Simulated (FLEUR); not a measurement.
# Nickel: parallel and opposed starts, part 2 of 2

Wanted: the moments of Nickel and the energy of each order that was tried.

FLEUR MaX-R8.1; LDA (VWN); all-electron FLAPW, Dirac cores, scalar-relativistic bands.

So far. Step 2 (Run 1 (ferro +)): After 15 cycles the largest moment stands at 0.630 μB. Step 3 (Run 2 (antiferro q=(0,1/2,1/2) +-)): It lies 42.6 meV a seeded atom over the first start.

### Step 4. Run 3 (no spin polarisation)

A spinless run gives the zero against which the gain from the moments is read.

The k list default-1 (kpts.xml, not shown) is a Γ-centred 18×18×18 mesh.

The input, inp.xml:

```
<?xml version="1.0" encoding="UTF-8" standalone="no"?>
<fleurInput fleurInputVersion="0.39">
   <comment>
      Ni
   </comment>
   <calculationSetup>
      <cutoffs Kmax="3.6" Gmax="10.8" GmaxXC="10.8" numbands="0"/>
      <scfLoop itmax="90" minDistance="0.00002" maxIterBroyd="15" imix="Anderson" alpha="0.05" precondParam="0.0" spinf="2.0" sdNocoIR="T"/>
      <coreElectrons ctail="T" frcor="F" kcrel="1" coretail_lmax="0"/>
      <xcFunctional name="vwn" relativisticCorrections="F"/>
      <magnetism jspins="1"/>
      <soc l_soc="F" theta="0.0" phi="0.0" spav="F"/>
      <expertModes spex="0" secvar="F"/>
      <geometryOptimization l_f="F" forcealpha="1.0" forcemix="BFGS" epsdisp="0.00001" epsforce="0.00001"/>
      <ldaU l_linMix="F" mixParam="0.05" spinf="1.0"/>
   </calculationSetup>
   <cell>
      <bzIntegration valenceElectrons="18.0" mode="hist" fermiSmearingEnergy="0.00183747">
         <kPointListSelection listName="default-1"/>
         <xi:include xmlns:xi="http://www.w3.org/2001/XInclude" href="kpts.xml"> </xi:include>
      </bzIntegration>
      <xi:include xmlns:xi="http://www.w3.org/2001/XInclude" href="sym.xml"> </xi:include>
      <bulkLattice scale="1.0">
         <bravaisMatrix>
            <row-1>    0.0000000000000000     3.3295745993471009     3.3295745993471009</row-1>
            <row-2>    3.3295745993471009     0.0000000000000000     3.3295745993471009</row-2>
            <row-3>    3.3295745993471009     3.3295745993471009     0.0000000000000000</row-3>
         </bravaisMatrix>
      </bulkLattice>
   </cell>
   <atomSpecies>
      <species name="Nickel (Ni)" element="Ni" atomicNumber="28">
         <mtSphere radius="2.3" gridPoints="761" logIncrement="0.016"/>
         <atomicCutoffs lmax="8" lnonsphr="6"/>
         <electronConfig flipSpins="F">
            <coreConfig>(1s1/2) (2s1/2) (2p1/2) (2p3/2)</coreConfig>
            <valenceConfig>(3s1/2) (3p1/2) (3p3/2) (4s1/2) (3d3/2) (3d5/2)</valenceConfig>
            <stateOccupation state="(3d3/2)" spinUp="1.600000" spinDown="1.600000"/>
            <stateOccupation state="(3d5/2)" spinUp="2.400000" spinDown="2.400000"/>
         </electronConfig>
         <energyParameters s="4" p="4" d="3" f="4"/>
         <lo type="SCLO" l="0" n="3" eDeriv="0"/>
         <lo type="SCLO" l="1" n="3" eDeriv="0"/>
      </species>
   </atomSpecies>
   <atomGroups>
      <atomGroup species="Nickel (Ni)">
         <relPos label="                   1">.0000000000 .0000000000 .0000000000</relPos>
         <force calculate="T" relaxXYZ="TTT"/>
      </atomGroup>
   </atomGroups>
   <output dos="F" band="F" slice="F">
      <bandDOS minEnergy="-.5*Htr" maxEnergy="0.5*Htr" sigma="0.015" storeEVData="T"/>
      <plotting iplot="0" polar="F">
         <plot TwoD="T" vec1="  1.0  0.0  0.0" vec2="  0.0  1.0  0.0" vec3="  0.0  0.0  1.0" zero="  0.0  0.0  0.0" file="plot"/>
      </plotting>
      <moessbauerParams electricFieldGradient="F" isomerShift="T" coreHyperfine="T" valenceHyperfine="T"/>
   </output>
</fleurInput>
```

The input, crystal.txt:

```
Ni
&input film=F cartesian=F /
0.00000000000  1.76193500000  1.76193500000
1.76193500000  0.00000000000  1.76193500000
1.76193500000  1.76193500000  0.00000000000
1.8897261246
1.0 1.0 1.0

1
28 0.00000000000  0.00000000000  0.00000000000

&kpt div1=18 div2=18 div3=18 gamma=T /
```

Started as:

```sh
$ OMP_NUM_THREADS=1 inpgen -f crystal.txt > inpgen.log  # inp.xml is then edited as shown
$ OMP_NUM_THREADS=1 mpirun -n 4 fleur_MPI > fleur.log
```

What it wrote:

```text
[banner, memory and clock lines left out]
Welcome to FLEUR        (www.flapw.de)
      MaX-Release 8.1          (www.max-centre.eu)

 ========== k-point set info ==========
 Selected k-point list: default-1
 k-point list type: mesh
 0 x 0 x 0
 Number of k points: 196

 [... set-up left out ...]
 Iteration:     1   Distance:       9.65651255 me/bohr^3
 [... lines of the core solver left out ...]
 Iteration:     2   Distance:       9.07337266 me/bohr^3
 [... lines of the core solver left out ...]
 Iteration:     3   Distance:       6.07729619 me/bohr^3
[...]
<FermiEnergy value="0.2957667573" units="Htr"/>
         [... left out ...]
         <totalEnergy value="    -1518.4040547844" units="Htr">
            <sumOfEigenvalues value="     -871.1455338216">
               <coreElectrons value="-854.2988680269"/>
               <valenceElectrons value="-16.8466657947"/>
            </sumOfEigenvalues>
         [... left out ...]
            <freeEnergy value="-1518.4050949079"/>
            <extrapolationTo0K value="-1518.4045748462"/>
         </totalEnergy>
         <densityConvergence units="me/bohr^3">
            <chargeDensity spin="1" distance="0.0000090085"/>
         </densityConvergence>
      </iteration>
```

It took 2.7 s on 4 MPI ranks of Arm Neoverse V1, shared host; peak memory 0.17 GiB; 11 s of CPU time.

Read from the output:

| Quantity | Value |
| --- | --- |
| free energy | -41317.9075 eV |
| program's band gap on this mesh (in a metal only a level spacing) | 0.001625 eV |
| final state | non-magnetic (no spin polarisation) |

It lies 42.6 meV a seeded atom over the first start.

### Step 5. Energies of the orders

Free energies are divided by the number of seeded atoms, so that cells of unlike size compare. Wavevectors q in the names are fractions of the primitive cell's reciprocal vectors.

Orders:

```csv
start,final state,typed order kept,energy over the lowest (meV a seeded atom),largest sphere moment (μB),net moment (μB a primitive cell),mesh matched,CPU time (s)
ferro +,ferromagnetic,yes,0,0.6299,0.6086,yes,25.24
"antiferro q=(0,1/2,1/2) +-",non-magnetic,no,42.56,0,0,yes,980.2
no spin polarisation,non-magnetic,-,42.64,0,0,yes,10.67
```

### Step 6. Spin–orbit coupling, moments along [001]

Spin–orbit coupling ties the spins to the lattice and lets orbital moments form.

A new self-consistent run of the start ferro +, with the moments along z.

The input, inp.xml:

```
<?xml version="1.0" encoding="UTF-8" standalone="no"?>
<fleurInput fleurInputVersion="0.39">
   <comment>
      Ni
   </comment>
   <calculationSetup>
      <cutoffs Kmax="3.6" Gmax="10.8" GmaxXC="10.8" numbands="38"/>
      <scfLoop itmax="90" minDistance="0.00002" maxIterBroyd="15" imix="Anderson" alpha="0.05" precondParam="0.0" spinf="2.0" sdNocoIR="T"/>
      <coreElectrons ctail="T" frcor="F" kcrel="1" coretail_lmax="0"/>
      <xcFunctional name="vwn" relativisticCorrections="F"/>
      <magnetism jspins="2"/>
      <soc l_soc="T" theta="0.0" phi="0.0" spav="F"/>
      <expertModes spex="0" secvar="F"/>
      <geometryOptimization l_f="F" forcealpha="1.0" forcemix="BFGS" epsdisp="0.00001" epsforce="0.00001"/>
      <ldaU l_linMix="F" mixParam="0.05" spinf="1.0"/>
   </calculationSetup>
   <cell>
      <bzIntegration valenceElectrons="18.0" mode="hist" fermiSmearingEnergy="0.00183747">
         <kPointListSelection listName="default-1"/>
         <xi:include xmlns:xi="http://www.w3.org/2001/XInclude" href="kpts.xml"> </xi:include>
      </bzIntegration>
      <xi:include xmlns:xi="http://www.w3.org/2001/XInclude" href="sym.xml"> </xi:include>
      <bulkLattice scale="1.0">
         <bravaisMatrix>
            <row-1>    0.0000000000000000     3.3295745993471009     3.3295745993471009</row-1>
            <row-2>    3.3295745993471009     0.0000000000000000     3.3295745993471009</row-2>
            <row-3>    3.3295745993471009     3.3295745993471009     0.0000000000000000</row-3>
         </bravaisMatrix>
      </bulkLattice>
   </cell>
   <atomSpecies>
      <species name="Nickel (Ni1.000" element="Ni" atomicNumber="28">
         <mtSphere radius="2.3" gridPoints="761" logIncrement="0.016"/>
         <atomicCutoffs lmax="8" lnonsphr="6"/>
         <electronConfig flipSpins="F">
            <coreConfig>(1s1/2) (2s1/2) (2p1/2) (2p3/2)</coreConfig>
            <valenceConfig>(3s1/2) (3p1/2) (3p3/2) (4s1/2) (3d3/2) (3d5/2)</valenceConfig>
            <stateOccupation state="(3d3/2)" spinUp="1.6" spinDown="1.6"/>
            <stateOccupation state="(3d5/2)" spinUp="2.9" spinDown="1.9"/>
         </electronConfig>
         <energyParameters s="4" p="4" d="3" f="4"/>
         <lo type="SCLO" l="0" n="3" eDeriv="0"/>
         <lo type="SCLO" l="1" n="3" eDeriv="0"/>
      </species>
   </atomSpecies>
   <atomGroups>
      <atomGroup species="Nickel (Ni1.000">
         <relPos label="                   1">.0000000000 .0000000000 .0000000000</relPos>
         <force calculate="T" relaxXYZ="TTT"/>
      </atomGroup>
   </atomGroups>
   <output dos="F" band="F" slice="F">
      <bandDOS minEnergy="-.5*Htr" maxEnergy="0.5*Htr" sigma="0.015" storeEVData="T"/>
      <plotting iplot="0" polar="F">
         <plot TwoD="T" vec1="  1.0  0.0  0.0" vec2="  0.0  1.0  0.0" vec3="  0.0  0.0  1.0" zero="  0.0  0.0  0.0" file="plot"/>
      </plotting>
      <moessbauerParams electricFieldGradient="F" isomerShift="T" coreHyperfine="T" valenceHyperfine="T"/>
   </output>
</fleurInput>
```

The input, crystal.txt:

```
Ni
&input film=F cartesian=F /
0.00000000000  1.76193500000  1.76193500000
1.76193500000  0.00000000000  1.76193500000
1.76193500000  1.76193500000  0.00000000000
1.8897261246
1.0 1.0 1.0

1
28 0.00000000000  0.00000000000  0.00000000000 : 1.000

&soc 0.0000000 0.0000000 /
&kpt div1=18 div2=18 div3=18 gamma=T /
```

What it wrote:

```text
[banner, memory and clock lines left out]
Welcome to FLEUR        (www.flapw.de)
      MaX-Release 8.1          (www.max-centre.eu)

 ========== k-point set info ==========
 Selected k-point list: default-1
 k-point list type: mesh
 18 x 18 x 18
 Number of k points: 780

 [... set-up left out ...]
 Iteration:     1   Distance:      10.22094591 me/bohr^3
 [... lines of the core solver left out ...]
 Iteration:     2   Distance:       9.84142818 me/bohr^3
 [... lines of the core solver left out ...]
 Iteration:     3   Distance:       3.63239276 me/bohr^3
 [... lines of the core solver left out ...]
 Iteration:     4   Distance:       2.12999619 me/bohr^3
 [... lines of the core solver left out ...]
 Iteration:     5   Distance:       2.66207811 me/bohr^3
 [... lines of the core solver left out ...]
 Iteration:     6   Distance:       0.94547237 me/bohr^3
 [... lines of the core solver left out ...]
 Iteration:     7   Distance:       0.93832881 me/bohr^3
 [... lines of the core solver left out ...]
 Iteration:     8   Distance:       0.10266101 me/bohr^3
 [... lines of the core solver left out ...]
 Iteration:     9   Distance:       0.07797826 me/bohr^3
 [... lines of the core solver left out ...]
 Iteration:    10   Distance:       0.02770124 me/bohr^3
 [... lines of the core solver left out ...]
 Iteration:    11   Distance:       0.00579200 me/bohr^3
 [... lines of the core solver left out ...]
 Iteration:    12   Distance:       0.00390745 me/bohr^3
 [... lines of the core solver left out ...]
 Iteration:    13   Distance:       0.00209080 me/bohr^3
 [... lines of the core solver left out ...]
[... rest left out ...]

--- out.xml (last complete iteration) ---
<iteration numberForCurrentRun="   17" overallNumber="   17">
         [... left out ...]
         <bandgap value="0.0000000000" units="eV"/>
         <sumValenceSingleParticleEnergies value="-16.8633288308" units="Htr"/>
         <FermiEnergy value="0.3018861152" units="Htr"/>
         [... left out ...]
         <magneticMomentsInMTSpheres units="muBohr">
            <globalMagMoment atomType="1" vec="0.00000   0.00000   0.62636"/>
         </magneticMomentsInMTSpheres>
         <orbitalMomentsInMTSpheres units="muBohr">
            <globalMagMoment atomType="1" vec="0.00000   0.00000   0.04748"/>
         </orbitalMomentsInMTSpheres>
         [... left out ...]
         <totalEnergy value="    -1518.4070551228" units="Htr">
            <sumOfEigenvalues value="     -871.1695269113">
               <coreElectrons value="-854.3061980804"/>
               <valenceElectrons value="-16.8633288308"/>
            </sumOfEigenvalues>
         [... left out ...]
            <freeEnergy value="-1518.4075876072"/>
            <extrapolationTo0K value="-1518.4073213650"/>
         </totalEnergy>
         <densityConvergence units="me/bohr^3">
            <chargeDensity spin="1" distance="0.0000010417"/>
            <chargeDensity spin="2" distance="0.0000068938"/>
            <overallChargeDensity distance="0.0000072158"/>
            <spinDensity distance="0.0000067195"/>
         </densityConvergence>
      </iteration>
```

The job ended after 62 s (4 MPI ranks; peak memory 0.31 GiB).

Numbers from this step:

```yaml
free_energy: -41317.9753 eV
program_s_band_gap_on_this_mesh_in_a_metal_only_a_level_spacing: 0 eV
magnetization: 0.6052 μB
final_state: ferromagnetic
largest_moment: 0.6264 μB
orbital_moment_along_the_spin: 0.04748 μB
```

Orbital moment in the sphere, along the spin axis by atom:

```csv
atom,"orbital moment in the sphere, along the spin axis (μB)"
Ni1,0.0475
```

Fields along z, the direction of positive moments; semicore shells count as valence. Hyperfine fields at the nuclei:

| atom | core contact (T) | valence contact (T) | dipolar (T) | orbital (T) | sum (T) | density at the nucleus (e/bohr³) |
| --- | --- | --- | --- | --- | --- | --- |
| Ni1 | -18.91 | 9.47 | -0.01154 | 4.175 | -5.273 | 19585 |

### Step 7. Results

| Quantity | Value |
| --- | --- |
| lowest state found | ferromagnetic (typed ferro +) |
| largest site spin moment | 0.630 μB |
| next finished state | non-magnetic, 42.6 meV a seeded atom higher |
| energy gained by spin polarisation | 42.6 meV a seeded atom |
| hyperfine field at Ni1, along its moment | -5.27 T |
| orbital moment on the atom of largest spin, along its spin (spin–orbit run) | 0.0475 μB |

The lowest state found is ferromagnetic, reached from the start ferro +, with moments up to 0.630 μB. 1 start left the typed pattern (a sign turned, or a seeded moment died or shrank under 0.15 μB), so such an energy belongs to the state reached, not the one typed. At Ni1 the core shells give -18.9 T and the valence and semicore s states 9.47 T along the moment, -15.1 T per μB together; orbital and dipolar parts add 4.2 T. Semilocal functionals tend to give too weak a core polarisation. On the atom of largest spin the orbital moment is almost quenched. This is the lowest of 3 finished starts, no proof of the ground state.

[Logs and program files are shortened in this print: banners, set-up blocks, solver, clock and traceback lines can be left out without a mark of their own.]

[Logs are printed without paths, hosts, clocks, repeated set-up lines and the standing remarks that a program may print on its own settings, such as how far it seeks lower states.]

[Hosts, paths, dates, database ids (printed as entryN), source tags and the programs' standing remarks are cut or masked in the printed files.]

[Where a cell is said to come from a database of computed structures, the database is the Materials Project.]
